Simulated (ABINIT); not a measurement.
**GaN (F-43m): G0W0 with ABINIT, start to end**

How does a plane-wave GW calculation on GaN (F-43m) run from the first input to the gap?

Calculated with ABINIT 10.8.3; LDA and many-body steps on it, plane waves.

## (1) Starting point

It takes space group F-43m (No. 216, cubic). The conventional cell has a = 4.507 Å, b = 4.507 Å, c = 4.507 Å, α = 90.00°, β = 90.00°, γ = 90.00°. Nearest to Ga lie 4 N at 1.95 Å. Nearest to N lie 4 Ga at 1.95 Å. Farther neighbours and most contacts between anions are not listed.

The cell and positions are those that the Materials Project relaxed with its own functionals (PBE, PBE+U or r2SCAN), kept fixed. This is not the form that GaN usually takes at ambient conditions.

## (2) Ground state

This step: ABINIT 10.8.3; DFT, LDA, plane waves, norm-conserving pseudopotentials.

The ground-state density comes first.

Input file run.abi:

```
acell 3*1.0 Angstrom
rprim 
  0.000000000000 2.253500607500 2.253500607500
  2.253500607500 0.000000000000 2.253500607500
  2.253500607500 2.253500607500 0.000000000000
ntypat 2
znucl 31 7
natom 2
typat 1 2
xred 
  0.000000000000 0.000000000000 0.000000000000
  0.750000000000 0.750000000000 0.750000000000
pp_dirpath "pseudos"
pseudos "Ga.upf, N.upf"
ecut 36
ngkpt 8 8 8
nshiftk 1
shiftk 0 0 0
kptopt 1
chksymbreak 0
nband 14
occopt 1
tolvrs 1e-10
nstep 60
prtwf 0
optforces 0
optstress 0
indata_prefix "in"
outdata_prefix "out"
tmpdata_prefix "tmp"
```

Command:

```console
OMP_NUM_THREADS=1 mpirun -n 4 abinit run.abi > log
```

Numbers of over 12 decimals in the logs are rounded to 6 here.

The program printed:

```text
.Version 10.8.3 of ABINIT. v10.8.2 released Aug 2026.

 Symmetries : space group F-4 3 m (#216); Bravais cF (face-center cubic)
================================================================================
 Values of the parameters that define the memory need of the present run
     intxc =       0    ionmov =       0      iscf =       7    lmnmax =       6
     lnmax =       6     mgfft =      36  mpssoang =       3    mqgrid =    3001
     natom =       2  nloc_mem =       1    nspden =       1   nspinor =       1
    nsppol =       1      nsym =      24    n1xccc =    2501    ntypat =       2
    occopt =       1   xclevel =       1
-    mband =          14        mffmem =           1         mkmem =           8
       mpw =        1612          nfft =       46656          nkpt =          29
================================================================================
  Rough estimation (10% accuracy) of disk space for files :
================================================================================

--------------------------------------------------------------------------------
------------- Echo of variables that govern the present computation ------------
--------------------------------------------------------------------------------
 -outvars: echo values of preprocessed input variables --------
            acell      1.8897261259E+00  1.8897261259E+00  1.8897261259E+00 Bohr

      chksymbreak           0
             ecut      3.60000000E+01 Hartree
-          fftalg         312

              ixc       -1012
              kpt      0.00000000E+00  0.00000000E+00  0.00000000E+00
                       1.25000000E-01  0.00000000E+00  0.00000000E+00
                       2.50000000E-01  0.00000000E+00  0.00000000E+00
                       3.75000000E-01  0.00000000E+00  0.00000000E+00
                       5.00000000E-01  0.00000000E+00  0.00000000E+00
                       1.25000000E-01  1.25000000E-01  0.00000000E+00
                       2.50000000E-01  1.25000000E-01  0.00000000E+00
                       3.75000000E-01  1.25000000E-01  0.00000000E+00
                       5.00000000E-01  1.25000000E-01  0.00000000E+00
   [... 18 further rows ...]
                      -3.75000000E-01  5.00000000E-01  1.25000000E-01
                      -2.50000000E-01  5.00000000E-01  2.50000000E-01
         kptrlatt        8    0    0      0    8    0      0    0    8
          kptrlen      4.81794160E+01
P           mkmem           8
            natom           2
            nband          14
            ngfft          36      36      36
             nkpt          29
            nstep          60
             nsym          24
           ntypat           2
              occ      2.000000  2.000000  2.000000  2.000000  2.000000  2.000000
                       2.000000  2.000000  2.000000  0.000000  0.000000  0.000000
                       0.000000  0.000000
        optforces           0
        optstress           0
            prtwf           0
            rprim      0.0000000000E+00  2.2535006075E+00  2.2535006075E+00
[...]
spgroup         216

           tolvrs      1.00000000E-10

             xred      0.0000000000E+00  0.0000000000E+00  0.0000000000E+00
[...]
znucl       31.00000    7.00000

================================================================================

 chkinp: Checking input parameters for consistency.

================================================================================
== DATASET  1 ==================================================================
-   mpi_nproc: 4, omp_nthreads: 1 (-1 if OMP is not activated)

--- !DatasetInfo
iteration_state: {dtset: 1, }
dimensions: {natom: 2, nkpt: 29, mband: 14, nsppol: 1, nspinor: 1, nspden: 1, mpw: 1612, }
cutoff_energies: {ecut:  36.0, pawecutdg:  -1.0, }
electrons: {nelect:   1.80000000E+01, charge:   0.00000000E+00, occopt:   1.00000000E+00, tsmear:   1.00000000E-02, }

 Real(R)+Recip(G) space primitive vectors, cartesian coordinates (Bohr,Bohr^-1):
 R(1)=  0.0000000  4.2584990  4.2584990  G(1)= -0.1174123  0.1174123  0.1174123
 R(2)=  4.2584990  0.0000000  4.2584990  G(2)=  0.1174123 -0.1174123  0.1174123
 R(3)=  4.2584990  4.2584990  0.0000000  G(3)=  0.1174123  0.1174123 -0.1174123
 Unit cell volume ucvol=  1.5445417E+02 bohr^3
 Angles (23,13,12)=  6.00000000E+01  6.00000000E+01  6.00000000E+01 degrees

 getcut: wavevector=  0.0000  0.0000  0.0000  ngfft=  36  36  36
         ecut(hartree)=     36.000   => boxcut(ratio)=   2.21317

 getcut : COMMENT -
  Note that boxcut > 2.2 ; recall that boxcut=Gcut(box)/Gcut(sphere) = 2
  is sufficient for exact treatment of convolution.
  Such a large boxcut is a waste : you could raise ecut
  e.g. ecut=   44.083054 Hartrees makes boxcut=2

--- Pseudopotential description ------------------------------------------------
- Ga Generated using ONCVPSP code by D. R. Hamann
- 31.00000  13.00000  180309                  znucl, zion, pspdat
12 -1012 2 -1 1858                            pspcod,pspxc,lmax,lloc,mmax
     nproj     2     2     2
  pspatm : epsatm=   24.58383104
         --- l  ekb(1:nproj) -->
[...]
pspatm: atomic psp has been read  and splines computed

- N Generated using ONCVPSP code by D. R. Hamann
-  7.00000   5.00000  180309                  znucl, zion, pspdat
12 -1012 1 -1 1058                            pspcod,pspxc,lmax,lloc,mmax
     nproj     2     2     0
  pspatm : epsatm=    5.30777321
         --- l  ekb(1:nproj) -->
[...]
1   -4.361519   -1.032581
 pspatm: atomic psp has been read  and splines computed

   5.38048876E+02                                ecore*ucvol(ha*bohr**3)
--------------------------------------------------------------------------------

_setup2: Arith. and geom. avg. npw (full set) are    1592.775    1592.755

================================================================================

--- !BeginCycle
iteration_state: {dtset: 1, }
solver: {iscf: 7, nstep: 60, nline: 4, wfoptalg: 0, }
tolerances: {tolvrs: 1.00E-10, }

     iter   Etot(hartree)      deltaE(h)  residm     vres2
 ETOT  1  -86.269676341680    -8.627E+01 5.952E-01 6.719E+02
 ETOT  2  -86.622978041505    -3.533E-01 2.056E-02 6.857E+02
 ETOT  3  -86.773032725535    -1.501E-01 4.279E-03 1.579E+00
 ETOT  4  -86.773272448812    -2.397E-04 1.399E-03 2.150E-01
 ETOT  5  -86.773319194005    -4.675E-05 5.139E-04 1.504E-02
 ETOT  6  -86.773321858481    -2.664E-06 2.783E-04 1.304E-04
 ETOT  7  -86.773321874815    -1.633E-08 9.612E-05 6.766E-06
 ETOT  8  -86.773321876575    -1.761E-09 5.074E-05 1.568E-07
 ETOT  9  -86.773321876619    -4.363E-11 1.745E-05 5.350E-10
 ETOT 10  -86.773321876621    -1.592E-12 9.169E-06 8.407E-11

 At SCF step   10       vres2   =  8.41E-11 < tolvrs=  1.00E-10 =>converged.

--- !ResultsGS
iteration_state: {dtset: 1, }
comment   : Summary of ground state results
lattice_vectors:
- [  0.0000000,   4.2584990,   4.2584990, ]
- [  4.2584990,   0.0000000,   4.2584990, ]
- [  4.2584990,   4.2584990,   0.0000000, ]
lattice_lengths: [   6.02243,    6.02243,    6.02243, ]
lattice_angles: [ 60.000,  60.000,  60.000, ] # degrees, (23, 13, 12)
lattice_volume:   1.5445417E+02
convergence: {deltae: -1.592E-12, res2:  8.407E-11, residm:  9.169E-06, diffor:  0.000E+00, }
etotal    :  -8.67733219E+01
entropy   :   0.00000000E+00
fermie    :   1.82122820E-01
cartesian_stress_tensor: null
pressure_GPa: null
xred      :
- [  0.0000E+00,   0.0000E+00,   0.0000E+00, Ga]
- [  7.5000E-01,   7.5000E-01,   7.5000E-01,  N]
cartesian_forces: null
force_length_stats: {min: null, max: null, mean: null, }

 Integrated electronic density in atomic spheres:
 ------------------------------------------------
 Atom  Sphere_radius  Integrated_density
    1        2.00000         10.89766627
    2        2.00000          5.19294986
================================================================================

 ----iterations are completed or convergence reached----

 Mean square residual over all n,k,spin=   38.760E-09; max=  91.692E-07
 reduced coordinates (array xred) for    2 atoms
       0.000000000000      0.000000000000      0.000000000000
       0.750000000000      0.750000000000      0.750000000000
 rms dE/dt=  0.0000E+00; max dE/dt=  0.0000E+00; dE/dt below (all hartree)
    1       0.000000000000      0.000000000000      0.000000000000
    2       0.000000000000      0.000000000000      0.000000000000

 cartesian coordinates (angstrom) at end:
    1      0.000000     0.000000     0.000000
    2      3.380251     3.380251     3.380251
 length scales=  1.889726125908  1.889726125908  1.889726125908 bohr
              =  1.000000000000  1.000000000000  1.000000000000 angstroms
 prteigrs : about to open file out_EIG
 Fermi (or HOMO) energy (hartree) =   0.18212   Average Vxc (hartree)=  -0.44850
 Eigenvalues (hartree) for nkpt=  29  k points:
 kpt#   1, nband= 14, wtk=  0.00195, kpt=  0.0000  0.0000  0.0000 (reduced coord)
  -0.39795   -0.31915   -0.31915   -0.31915   -0.30775   -0.30775    0.18212    0.18212
   0.18212    0.24715    0.55535    0.55535    0.55535    0.81792
 prteigrs : prtvol=0 or 1, do not print more k-points.

--- !EnergyTerms
iteration_state     : {dtset: 1, }
comment             : Components of total free energy in Hartree
kinetic             :  6.99317519623311E+01
hartree             :  2.17732908035195E+01
xc                  : -2.36601916511532E+01
Ewald energy        : -5.83371585177303E+01
psp_core            :  3.48355035493719E+00
local_psp           : -6.06394422649962E+01
non_local_psp       : -3.93251225635285E+01
total_energy        : -8.67733218766205E+01
total_energy_eV     : -2.36122237743155E+03
band_energy         : -3.36024241435556E+00

== END DATASET(S) ==============================================================
================================================================================

 -outvars: echo values of variables after computation  --------
           etotal     -8.6773321877E+01
            nband          14
             nkpt          29
          spgroup         216
 [... the other variables as echoed above ...]

 Calculation completed.
```

It took 6.9 s on 4 MPI ranks of Arm Neoverse V2, shared host; peak memory 0.27 GiB.

This step gave:

```yaml
total_energy: -2361.2224 eV
gap: 1.770 eV
k_of_the_valence_top: 0, 0, 0
k_of_the_conduction_bottom: 0, 0, 0
least_direct_gap: 1.770 eV
```

The gap is direct, at Γ.

(Continued in part 2 of 3.)

[Paths, hosts, dates, memory and timing lines, banners, echoed tables and standing remarks are left out of the program output.]

[Logs are printed without paths, hosts, clocks, repeated set-up lines and the standing remarks that a program may print on its own settings, such as how far it seeks lower states.]

[Runs of the session that timed out or met a known fault of the program may be left out.]

[No measured gap is set beside runs whose start may be inverted or whose files or cutoffs have a known fault.]

[Hosts, paths, dates, database ids (printed as entryN), source tags and the programs' standing remarks are cut or masked in the printed files.]

[G0W0 gaps are taken among the corrected bands and points alone; a level outside them can change the order at an edge.]

[Where Ansatz stands beside ABINIT at settings called matched, ABINIT's density can come from a denser mesh and the files from another edition; pairs whose starting gaps differed by over 0.03 eV were left out, so agreement reads better than it is.]
